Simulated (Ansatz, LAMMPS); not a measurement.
**Electronic structure of Mg2+ TFSI- in gamma-butyrolactone at 470 K (110 atoms)**

Wanted: forces, charges and levels of Mg2+ TFSI- in gamma-butyrolactone at 470 K (110 atoms).

Main program and level: Ansatz 0.2.0; Kohn-Sham DFT, PBEsol, PAW (set soft_2), plane waves.

## Step 1: The starting structure

The cell holds 110 atoms: 4 N, 8 S, 24 O, 24 C, 24 F, 24 H and 2 Mg. Its edges and angles: a = 11.872 Å, b = 11.872 Å, c = 11.872 Å, α = 90.0°, β = 90.0°, γ = 90.0°. 4 gamma-butyrolactone, 2 Mg2+, 4 TFSI- placed at random, at 1.5 g/cm³; overlaps pushed apart, then 10 ps at 550 K with divalent ions of Li, Roberts, Chakravorty and Merz (J. Chem. Theory Comput. 9, 2733 (2013)); MMFF94 bonds, angles, torsions, charges and radii (Halgren, J. Comput. Chem. 17, 490 (1996)) in harmonic and 12-6 forms; charges of ions scaled by 0.8. Snapshot after 30 ps at 470 K and fixed volume.

Before any run, some limits are plain. The network of contacts between molecules at the start is that of the classical potential that made the cell, and needn't be the one that DFT or experiment would give. The functional has no dispersion term, which matters for the binding between molecules or layers. The density was typed from a rule of thumb and may lie off the real one at this temperature. The Brillouin zone is sampled at Γ only, in a cell whose shortest periodic width is 12 Å.

## Step 2: Making the structure

A classical potential supplies the starting structure, since it reaches far longer times than DFT.

This step: classical MD, divalent ions of Li, Roberts, Chakravorty and Merz (J. Chem. Theory Comput. 9, 2733 (2013)); MMFF94 bonds, angles, torsions, charges and radii (Halgren, J. Comput. Chem. 17, 490 (1996)) in harmonic and 12-6 forms; charges of ions scaled by 0.8 (LAMMPS 22 Jul 2025 - Update 4).

File in.lmp:

```
# Mg2+ TFSI- in gamma-butyrolactone
units real
atom_style full
boundary p p p
bond_style harmonic
angle_style harmonic
dihedral_style opls
improper_style harmonic
special_bonds lj 0 0 0.5 coul 0 0 0.75
read_data data.lmp
neigh_modify delay 0 every 1 check yes one 4000
comm_modify cutoff 12.0
timestep 0.5
thermo_style custom step time temp pe press density
thermo_modify norm yes
# push overlapping molecules apart
pair_style soft 2.6
pair_coeff * * 0.0
variable a equal ramp(1,60)
fix ad all adapt 1 pair soft a * * v_a
velocity all create 550 463149 mom yes dist gaussian
fix lim all nve/limit 0.03
fix lan all langevin 550 550 50 463150 zero yes
thermo 1000
run 3000 post no
unfix ad
pair_style lj/cut/coul/long 9.0
pair_modify mix arithmetic tail yes
pair_coeff 1 1 0.0721 3.5530   # N
pair_coeff 2 2 0.2681 3.4180   # S
pair_coeff 3 3 0.0763 3.0960   # O
pair_coeff 4 4 0.0678 3.3680   # C
pair_coeff 5 5 0.0801 2.5590   # F
pair_coeff 6 6 0.0763 2.9870   # O
# [... 22 lines left out ...]
compute msd all msd com yes
thermo 7500
fix md all nvt temp 470 470 100
run 30000 post no
print "== T470: mean square displacement over the hold $(c_msd[4]:%.2f) A^2"
unfix md
uncompute msd
write_dump all custom T470.dump id type xs ys zs modify sort id
```

Launch:

```bash
$ lmp -in in.lmp -log none -nocite
```

Numbers of over 12 decimals in the logs are rounded to 6 here.

The program printed:

```text
LAMMPS (22 Jul 2025 - Update 4)
Reading data file ...
  orthogonal box = (0 0 0) to (11.87194 11.87194 11.87194)
  110 atoms
  orthogonal box = (0 0 0) to (11.87194 11.87194 11.87194)
  104 bonds
  188 angles
  208 dihedrals
  4 impropers
WARNING: Bond/angle/dihedral extent > half of periodic box length
   Step          Time           Temp          PotEng         Press         Density
         0   0              550            0.70312246    -13292.899      1.5019993
      1000   500            613.74663      1.70093        13360.477      1.5019993
      2000   1000           519.35851      2.1056264      10178.75       1.5019993
[... 46 lines left out ...]
WARNING: Bond/angle/dihedral extent > half of periodic box length
   Step          Time           Temp          PotEng         Press         Density
[... 2 lines left out ...]
     30000   29000          481.77162     -1.7458273      1346.7048      1.5019993
     37500   36500          445.78133     -1.7491927      1064.4227      1.5019993
     45000   44000          423.62696     -1.7961434     -17301.317      1.5019993
     47000   46000          464.76049     -1.5649471      1628.2483      1.5019993
WARNING: Bond/angle/dihedral extent > half of periodic box length
Loop time of 9.01394 s on 1 MPI rank(s) for 30000 steps with 110 atoms
== T470: mean square displacement over the hold 11.92 A^2
```

Run time: 15 s. Hardware: 1 thread of Arm Neoverse V2, shared host; peak memory 0.13 GiB.

The input also reads data.lmp (atoms, bonds and types; not printed here).

## Step 3: Plane-wave single point

One self-consistent run at the given positions yields energy and forces.

File input.yaml:

```yaml
crystal:
  lattice:
    - [11.87194, 0.0, 0.0]
    - [0.0, 11.87194, 0.0]
    - [0.0, 0.0, 11.87194]
  atoms:
    - { symbol: "N", position: [0.94363, 0.3749, 0.47374] }
    - { symbol: S, position: [0.92461, 0.24379, 0.46201] }
    - { symbol: O, position: [0.88051, 0.18698, 0.56125] }
    - { symbol: O, position: [0.01435, 0.19128, 0.39831] }
    - { symbol: C, position: [0.80672, 0.24216, 0.36434] }
    - { symbol: F, position: [0.71395, 0.29828, 0.39965] }
    - { symbol: F, position: [0.78175, 0.13577, 0.34022] }
    - { symbol: F, position: [0.83427, 0.28865, 0.26612] }
    - { symbol: S, position: [0.06133, 0.39297, 0.53477] }
    - { symbol: O, position: [0.15725, 0.33733, 0.48212] }
    - { symbol: O, position: [0.06503, 0.39841, 0.65534] }
    - { symbol: C, position: [0.08079, 0.53752, 0.50106] }
    - { symbol: F, position: [0.02438, 0.61221, 0.57023] }
    - { symbol: F, position: [0.04492, 0.56132, 0.39339] }
    - { symbol: F, position: [0.19504, 0.56001, 0.50284] }
    - { symbol: "N", position: [0.36802, 0.04921, 0.18951] }
    - { symbol: S, position: [0.42067, 0.14285, 0.271] }
    - { symbol: O, position: [0.51245, 0.11433, 0.34665] }
    - { symbol: O, position: [0.34271, 0.23044, 0.31472] }
    - { symbol: C, position: [0.49308, 0.22768, 0.16371] }
    - { symbol: F, position: [0.4242, 0.30392, 0.1095] }
    - { symbol: F, position: [0.54285, 0.16249, 0.08771] }
    - { symbol: F, position: [0.5803, 0.28708, 0.20193] }
    - { symbol: S, position: [0.2418, 0.08411, 0.14748] }
    - { symbol: O, position: [0.24392, 0.17572, 0.07114] }
    - { symbol: O, position: [0.16044, 0.09422, 0.23976] }
    - { symbol: C, position: [0.2239, 0.95399, 0.0688] }
    - { symbol: F, position: [0.13968, 0.95646, 0.9898] }
    - { symbol: F, position: [0.19767, 0.86336, 0.1378] }
    - { symbol: F, position: [0.31648, 0.92498, 0.00561] }
    - { symbol: "N", position: [0.27756, 0.96267, 0.63266] }
    - { symbol: S, position: [0.28662, 0.08577, 0.59104] }
    - { symbol: O, position: [0.19977, 0.11692, 0.50511] }
    - { symbol: O, position: [0.39647, 0.12846, 0.56024] }
    - { symbol: C, position: [0.24482, 0.16184, 0.70974] }
    - { symbol: F, position: [0.27168, 0.12512, 0.81143] }
    - { symbol: F, position: [0.14053, 0.18629, 0.70886] }
    - { symbol: F, position: [0.29141, 0.26871, 0.71212] }
    - { symbol: S, position: [0.34531, 0.88768, 0.54866] }
    - { symbol: O, position: [0.46756, 0.91425, 0.54326] }
    - { symbol: O, position: [0.28439, 0.87544, 0.44578] }
    - { symbol: C, position: [0.34105, 0.75548, 0.6313] }
    - { symbol: F, position: [0.24185, 0.725, 0.67551] }
    - { symbol: F, position: [0.40983, 0.77796, 0.7268] }
    - { symbol: F, position: [0.39022, 0.66609, 0.57334] }
    - { symbol: "N", position: [0.59516, 0.56491, 0.17612] }
    - { symbol: S, position: [0.56474, 0.67952, 0.22647] }
    - { symbol: O, position: [0.54765, 0.77313, 0.1491] }
    - { symbol: O, position: [0.61256, 0.71608, 0.33362] }
    - { symbol: C, position: [0.42272, 0.6225, 0.25513] }
    - { symbol: F, position: [0.4295, 0.53067, 0.32408] }
    - { symbol: F, position: [0.37738, 0.58292, 0.16052] }
    - { symbol: F, position: [0.34591, 0.69458, 0.30601] }
    - { symbol: S, position: [0.72447, 0.5546, 0.19036] }
    - { symbol: O, position: [0.77072, 0.45404, 0.13913] }
    - { symbol: O, position: [0.76819, 0.58553, 0.29833] }
    - { symbol: C, position: [0.77921, 0.64099, 0.07874] }
    - { symbol: F, position: [0.7504, 0.6083, 0.97477] }
    - { symbol: F, position: [0.89103, 0.63921, 0.07725] }
    - { symbol: F, position: [0.7496, 0.75178, 0.08725] }
    - { symbol: O, position: [0.63841, 0.22703, 0.57171] }
    - { symbol: C, position: [0.65621, 0.31476, 0.62541] }
    - { symbol: C, position: [0.60144, 0.42701, 0.59538] }
    - { symbol: C, position: [0.61797, 0.48781, 0.70944] }
    - { symbol: C, position: [0.69751, 0.42931, 0.78265] }
    - { symbol: O, position: [0.73275, 0.33115, 0.70738] }
    - { symbol: H, position: [0.51744, 0.40561, 0.57377] }
    - { symbol: H, position: [0.65518, 0.46592, 0.5388] }
    - { symbol: H, position: [0.5392, 0.51991, 0.74915] }
    - { symbol: H, position: [0.65033, 0.57285, 0.68317] }
    - { symbol: H, position: [0.77293, 0.48584, 0.80438] }
    - { symbol: H, position: [0.66081, 0.40309, 0.86294] }
    - { symbol: O, position: [0.67826, 0.99346, 0.45626] }
    - { symbol: C, position: [0.75684, 0.92741, 0.47875] }
    - { symbol: C, position: [0.83983, 0.89338, 0.39734] }
    - { symbol: C, position: [0.92644, 0.84967, 0.48891] }
    - { symbol: C, position: [0.84595, 0.78548, 0.56261] }
    - { symbol: O, position: [0.75898, 0.86186, 0.57596] }
    [... 26 atom lines left out ...]
    - { symbol: H, position: [0.01305, 0.39282, 0.91135] }
    - { symbol: H, position: [0.12595, 0.29265, 0.89741] }
    - { symbol: H, position: [0.25168, 0.42944, 0.93494] }
    - { symbol: H, position: [0.13995, 0.53338, 0.94602] }
    - { symbol: Mg, position: [0.17904, 0.22187, 0.3628] }
    - { symbol: Mg, position: [0.56542, 0.07175, 0.51275] }
kpoints:
  mp_grid: { grid: [1, 1, 1] }
hamiltonian:
  xc: pbesol
scf:
  occupations: { method: fermi_dirac, width: 0.025 }
output:
  forces: true
  stress: true
  populations: true
  dos:
    method: { smearing: { sigma: 0.08 } }
    de: 0.1
    projected: { site_lists: { C: [C], F: [F], H: [H], Mg: [Mg], "N": ["N"] } }
  eigenvalues: true
  write_density: true
  write_potential: true
  volumetric_format: npy
```

Launch:

```bash
$ ansatz run input.yaml --threads 8 --pin off --max-ram 15872MiB --backend cpu --events-out ev --progress --plain --runs-dir out
```

The program printed:

```text
Engine: ansatz 0.2.0, aarch64-unknown-linux-gnu
Pseudopotentials: kind: paw
Pseudopotential: N, paw, valence charge 5, recommended cutoff 420 eV (normal), N.paw.azcp
Pseudopotential: S, paw, valence charge 6, recommended cutoff 420 eV (normal), S.paw.azcp
Pseudopotential: O, paw, valence charge 6, recommended cutoff 420 eV (normal), O.paw.azcp
Pseudopotential: C, paw, valence charge 4, recommended cutoff 420 eV (normal), C.paw.azcp
Pseudopotential: F, paw, valence charge 7, recommended cutoff 420 eV (normal), F.paw.azcp
Pseudopotential: H, paw, valence charge 1, recommended cutoff 420 eV (normal), H.paw.azcp
Pseudopotential: Mg, paw, valence charge 10, recommended cutoff 420 eV (normal), Mg.paw.azcp
[... 3 lines on functional and potentials left out ...]
Crystal: 110 atoms, lattice volume = 1673.266 Å³
Basis set: ecut = 420 eV, 32675 PW (Γ), exchange–correlation on 160×160×160 points (8 copies of the dense FFT grid, shifted against one another)
Bands: 370, of which v1, the nominal top of the filled ones, is band 260 counted from 1 (259 counted from 0)
Symmetry: 1 space group operations
Space group: P1 (ITA 1), of the structure as read, at distance tolerance 1.2e-4 Å
k-points: 1
[... 21 lines on functional and potentials left out ...]
Initial density: superposition of atomic densities (neutral atoms: chi_scale 0, normalization atom), corrected by the library's trained network
Initial wavefunctions: pseudopotential atomic-orbital guess
Functional: x = pbesol(κ = 0.804, μ = 0.123457), c = pbesol(β = 0.046)
SCF iter   1: F=—  HF=-51352.842437 eV  |F-HF|=—  |Δ(HF+E_count)|=         —  Δρ=8.88e-3  dr2=1.29e0  ethr=1.77e-3  ⟨swp⟩=7.0  Hψ=1724  notcnv=0  defer=28
preconditioner: auto → Resta (q_TF=auto, 2.245 Å⁻¹)  ε∞=2.5  [insulator: Δε(μ)=3.991 eV  Ē_g=16.534 eV  σ=0.025 eV  W_gap=1.00  n_scr=340 (ndim 8)  ℏωp=20.1 eV  f_vac=0.389  D(μ)=0.00/eV (n_scr^D=0)  ε∞_Penn≈2.5  vacuum switching on, ρ_ref=2.0e-2 e/Å³]
SCF iter   2: F=—  HF=-51352.473870 eV  |F-HF|=—  |Δ(HF+E_count)|=   3.69e-1  Δρ=3.85e-3  dr2=2.27e-1  ethr=2.48e-4  ⟨swp⟩=3.0  Hψ=588  notcnv=0  defer=101
SCF iter   3: F=—  HF=-51352.438068 eV  |F-HF|=—  |Δ(HF+E_count)|=   3.58e-2  Δρ=1.86e-3  dr2=6.02e-2  ethr=4.37e-5  ⟨swp⟩=3.0  Hψ=515  notcnv=0  defer=101
SCF iter   4: F=—  HF=-51352.426414 eV  |F-HF|=—  |Δ(HF+E_count)|=   1.17e-2  Δρ=6.53e-4  dr2=6.74e-3  ethr=1.16e-5  ⟨swp⟩=2.0  Hψ=685  notcnv=0  defer=103
SCF iter   5: F=—  HF=-51352.426237 eV  |F-HF|=—  |Δ(HF+E_count)|=   1.77e-4  Δρ=2.96e-4  dr2=1.15e-3  ethr=1.30e-6  ⟨swp⟩=2.0  Hψ=502  notcnv=0  defer=103
SCF iter   6: F=—  HF=-51352.426298 eV  |F-HF|=—  |Δ(HF+E_count)|=   6.18e-5  Δρ=9.57e-5  dr2=1.12e-4  ethr=2.21e-7  ⟨swp⟩=2.0  Hψ=502  notcnv=0  defer=103
SCF iter   7: F=—  HF=-51352.426350 eV  |F-HF|=—  |Δ(HF+E_count)|=   5.12e-5  Δρ=4.30e-5  dr2=2.20e-5  ethr=2.15e-8  ⟨swp⟩=2.0  Hψ=487  notcnv=0  defer=103
SCF iter   8: F=—  HF=-51352.426813 eV  |F-HF|=—  |Δ(HF+E_count)|=   4.64e-4  Δρ=1.11e-5  dr2=1.15e-6  ethr=4.23e-9  ⟨swp⟩=2.0  Hψ=527  notcnv=0  defer=103
SCF iter   9: F=—  HF=-51352.426814 eV  |F-HF|=—  |Δ(HF+E_count)|=   1.36e-6  Δρ=4.15e-6  dr2=2.16e-7  ethr=2.21e-10  ⟨swp⟩=2.0  Hψ=490  notcnv=0  defer=103
SCF iter  10: F=-51352.426815 eV  HF=-51352.426815 eV  |F-HF|=0.00e0  |Δ(HF+E_count)|=   7.05e-8  Δρ=1.67e-6  dr2=3.47e-8  ethr=1.92e-11  ⟨swp⟩=20.0  Hψ=3399  notcnv=0
SCF 1 converged in 10 iterations: F = -51352.426815 eV  dr2 = 3.47e-8
  greatest PAW one-centre occupation: 1.000 electrons in one spin orbital (limit 2), on the Mg atom at site 108 (counted from 0), in its partial waves of l = 0
WARN: The output density's exchange-correlation potential varies sharply where the density is thin. Do not read a vacuum level from v_tot or v_xc, or from such a field of the output density. On a cell that repeats whose density bears no net charge and no dipole along the vacuum's axis use v_es (v_loc + v_h of the components); [...]
SCF converged after 10 iterations
Free energy (F): -51352.426815 eV
Harris-Foulkes:  -51352.426815 eV  (|F-HF|=0.00e0)
Internal energy: -51352.426815 eV  (E = F + TS)
E sigma→0 (E₀):  -51352.426815 eV
Fermi energy:    1.224735 eV
--- Per-component energies (eV) ---
  E_band       = -5715.177681
  E_kinetic    = 13259.359918
  E_local      = -69140.685235  (includes V_loc(G=0)·N_el)
  E_nonlocal   = 4205.696212
  E_hartree    = 28088.426999
  E_xc         = -6031.521939
  E_vxc        = -7419.231247  (∫ρ·V_xc dr)
  E_paw        = -16339.355989  (= ΣΔE_a)
  E_vpaw       = -2797.242124  (= ΣTr[D̂ρ^β])
  E_aug_tail   = 0.075733  (compensation charges beyond the density's cutoff)
  E_ewald      = -5397.520172
  E_core_change = 3.097659  (= ΣΔE_core)
  E_smearing   = -0.000000  (= −TS)
  E_closure    = 0.000000  (closes the sum)
  Σ components = -51352.426815   (vs F -51352.426815, Δ=0.00e0)
--- Forces (eV/Å), atoms counted from 1 ---
  atom   1  N      0.58730195    -0.34599476     0.69196717
  atom   2  S     -1.86419122    -0.62127703     0.99897867
  atom   3  O      0.78595659     0.14790258    -0.70861916
  atom   4  O      0.07796177    -1.04945000    -0.34611146
  atom   5  C     -1.03852182     0.96974287    -1.85055224
  atom   6  F      0.96349722    -0.46731895    -0.10315603
  atom   7  F     -0.15177852    -0.23527210     0.45224516
  atom   8  F      0.65485696     0.24401821     0.03425412
  atom   9  S      0.06207946     1.30934251     0.87935689
  atom  10  O      0.33523855     0.06779113    -0.08962925
  atom  11  O     -0.34962761    -0.56345694     0.44253918
  atom  12  C      0.70770268     3.24051637    -2.05503657
  atom  13  F      1.01951939    -1.38737274    -0.65566526
  atom  14  F      0.41588325    -0.31171047     1.26494474
[...]
atom 109  Mg    -0.35963196    -0.25884190     0.23383557
  atom 110  Mg    -2.52903966     1.50530841     1.88312319
  max |Σ_I F_I| component: 5.31e-5 eV/Å
--- Stress (GPa, compression-positive) ---
        2.326764      -1.205404      -0.701875
       -1.205404       1.571939      -0.359235
       -0.701875      -0.359235       0.443318
  P = ⅓ Tr σ = 1.4473 GPa (14.473 kbar)
--- Band table (eV) ---
  k-point 0: bands = ["-74.0847", "-73.9494", "-41.0478", "-41.0360", [... 354 levels ...], "9.5914", "9.6287", "9.6660", "9.7109", "9.7476", "9.7767", "9.8928", "9.9156", "9.9384", "9.9946", "10.0690", "10.0777"]
--- Löwdin populations: 110 sites ---
  site symbol       q [e]
     0      N      5.8337
     1      S      3.8332
     2      O      6.6976
[...]
109     Mg      8.3808
  spilling = 0.014802 (of n_electrons = 520.000000)
```

Elapsed: 12 s, on 8 threads of Arm Neoverse V2, shared host; peak memory 2.1 GiB.

The program notes that the exchange-correlation potential is rough where the density is thin.

Read from the output:

```yaml
free_energy: -51352.4268 eV
free_energy_per_atom: -466.8402 eV/atom
scf_cycles: 10
pressure: 1.447 GPa
r_m_s_force_component: 1.263 eV/Å
longest_force: 6.527 eV/Å
fermi_energy: 1.225 eV
spacing_of_highest_filled_and_lowest_empty_level: 3.231 eV
spilling_of_the_projection: 0.0148
```

Neighbours are counted within 1.85 Å (C-C), 1.62 Å (C-F), 1.34 Å (C-H), 1.73 Å (C-O), 2.21 Å (C-S), 1.88 Å (O-S), 2.62 Å (O-Mg), 2.02 Å (S-N).

Length of the force by element and coordination:

| element | coordination | atoms | mean length of the force (eV/Å) | spread | least | most |
| --- | --- | --- | --- | --- | --- | --- |
| C | all | 24 | 2.75 | 1.28 | 0.829 | 5.36 |
| C | 3 | 4 | 2.02 | 0.970 | 0.829 | 3.32 |
| C | 4 | 20 | 2.90 | 1.28 | 0.915 | 5.36 |
| F | all | 24 | 1.53 | 0.700 | 0.423 | 3.56 |
| H | all | 24 | 1.32 | 0.665 | 0.291 | 2.71 |
| Mg | all | 2 | 2.00 | 1.50 | 0.501 | 3.49 |
| N | all | 4 | 1.65 | 0.463 | 0.971 | 2.24 |
| O | all | 24 | 1.43 | 0.836 | 0.354 | 3.94 |
| O | 1 | 8 | 0.968 | 0.281 | 0.725 | 1.62 |
| O | 2 | 16 | 1.66 | 0.922 | 0.354 | 3.94 |
| S | all | 8 | 3.10 | 1.53 | 1.58 | 6.53 |

Löwdin charges by element and coordination (they lack the spilled electrons, 0.070 e an atom on average):

| element | coordination | atoms | mean charge (e) | spread | least | most |
| --- | --- | --- | --- | --- | --- | --- |
| C | all | 24 | 0.199 | 0.449 | -0.382 | 0.671 |
| C | 3 | 4 | 0.603 | 0.0103 | 0.590 | 0.619 |
| C | 4 | 20 | 0.118 | 0.450 | -0.382 | 0.671 |
| F | all | 24 | -0.21 | 0.0218 | -0.254 | -0.154 |
| H | all | 24 | 0.224 | 0.0235 | 0.181 | 0.265 |
| Mg | all | 2 | 1.61 | 0.0052 | 1.61 | 1.62 |
| N | all | 4 | -0.832 | 0.0097 | -0.842 | -0.816 |
| O | all | 24 | -0.615 | 0.200 | -0.807 | -0.211 |
| O | 1 | 8 | -0.711 | 0.0248 | -0.753 | -0.681 |
| O | 2 | 16 | -0.566 | 0.230 | -0.807 | -0.211 |
| S | all | 8 | 2.18 | 0.0207 | 2.15 | 2.22 |

Density of states as counts of states in windows of 1 eV (from the Fermi level), total and the larger projections:

| from (eV) | to (eV) | total | F p | C p | H s | C s |
| --- | --- | --- | --- | --- | --- | --- |
| -18 | -17 | 0.0 | 0.0 | 0.0 | 0.0 | 0.0 |
| -17 | -16 | 4.0 | 0.1 | 0.8 | 0.3 | 1.4 |
| -16 | -15 | 10.0 | 0.4 | 1.6 | 0.9 | 3.5 |
| -15 | -14 | 12.7 | 1.7 | 1.4 | 0.7 | 3.6 |
| -14 | -13 | 8.9 | 2.3 | 0.6 | 0.5 | 2.3 |
| -13 | -12 | 6.5 | 2.8 | 0.6 | 0.0 | 0.4 |
| -12 | -11 | 18.4 | 5.1 | 4.5 | 1.1 | 1.9 |
| -11 | -10 | 37.8 | 17.8 | 6.9 | 0.6 | 1.0 |
| -10 | -9 | 23.3 | 4.4 | 4.2 | 0.9 | 0.8 |
| -9 | -8 | 22.5 | 1.0 | 6.4 | 1.8 | 0.4 |
| -8 | -7 | 42.2 | 22.2 | 3.0 | 1.3 | 0.6 |
| -7 | -6 | 59.6 | 32.1 | 8.1 | 2.7 | 0.2 |
| -6 | -5 | 56.6 | 29.4 | 6.3 | 1.7 | 0.3 |
| -5 | -4 | 42.6 | 5.3 | 8.0 | 2.5 | 0.5 |
| -4 | -3 | 31.3 | 1.7 | 4.0 | 1.9 | 0.4 |
| -3 | -2 | 21.3 | 0.7 | 2.8 | 1.6 | 0.3 |
| -2 | -1 | 2.2 | 0.0 | 0.0 | 0.0 | 0.0 |
| -1 | 1 | 0.0 | 0.0 | 0.0 | 0.0 | 0.0 |
| 1 | 2 | 2.7 | 0.0 | 1.1 | 0.2 | 0.0 |
| 2 | 3 | 13.7 | 0.5 | 4.0 | 0.6 | 0.5 |
| 3 | 4 | 20.5 | 1.5 | 3.7 | 1.0 | 0.9 |
| 4 | 5 | 26.5 | 1.5 | 4.6 | 2.7 | 1.9 |

The curve was stored every 0.100 eV, coarse against its broadening of 0.08 eV, so these counts are rough.

Between -26 and -18 eV lie 62 more states.

About 58 of the 520 electrons lie in deeper levels, below the stored range.

Not all projections were asked for or kept, so they needn't add up to the total.

The levels nearest the highest filled one (over half full), pooled over k-points and spins:

| level less the highest filled one (eV) | occupation |
| --- | --- |
| -0.932 | 2 |
| -0.910 | 2 |
| -0.702 | 2 |
| -0.675 | 2 |
| -0.419 | 2 |
| 0 | 2 |
| 3.23 | 0 |
| 3.68 | 0 |
| 3.92 | 0 |
| 4.15 | 0 |
| 4.23 | 0 |
| 4.25 | 0 |

(Part 1 of 2 ends here.)

[Logs are printed without paths, hosts, clocks, repeated set-up lines and the standing remarks that a program may print on its own settings, such as how far it seeks lower states.]

[Hosts, paths, dates, database ids (printed as entryN), source tags and the programs' standing remarks are cut or masked in the printed files.]

[The MMFF94 radii named for the starting cell were scaled by 0.96; in molecules described by MMFF94, hydrogen bound to N, O or S took a small fixed 12-6 site in their place.]
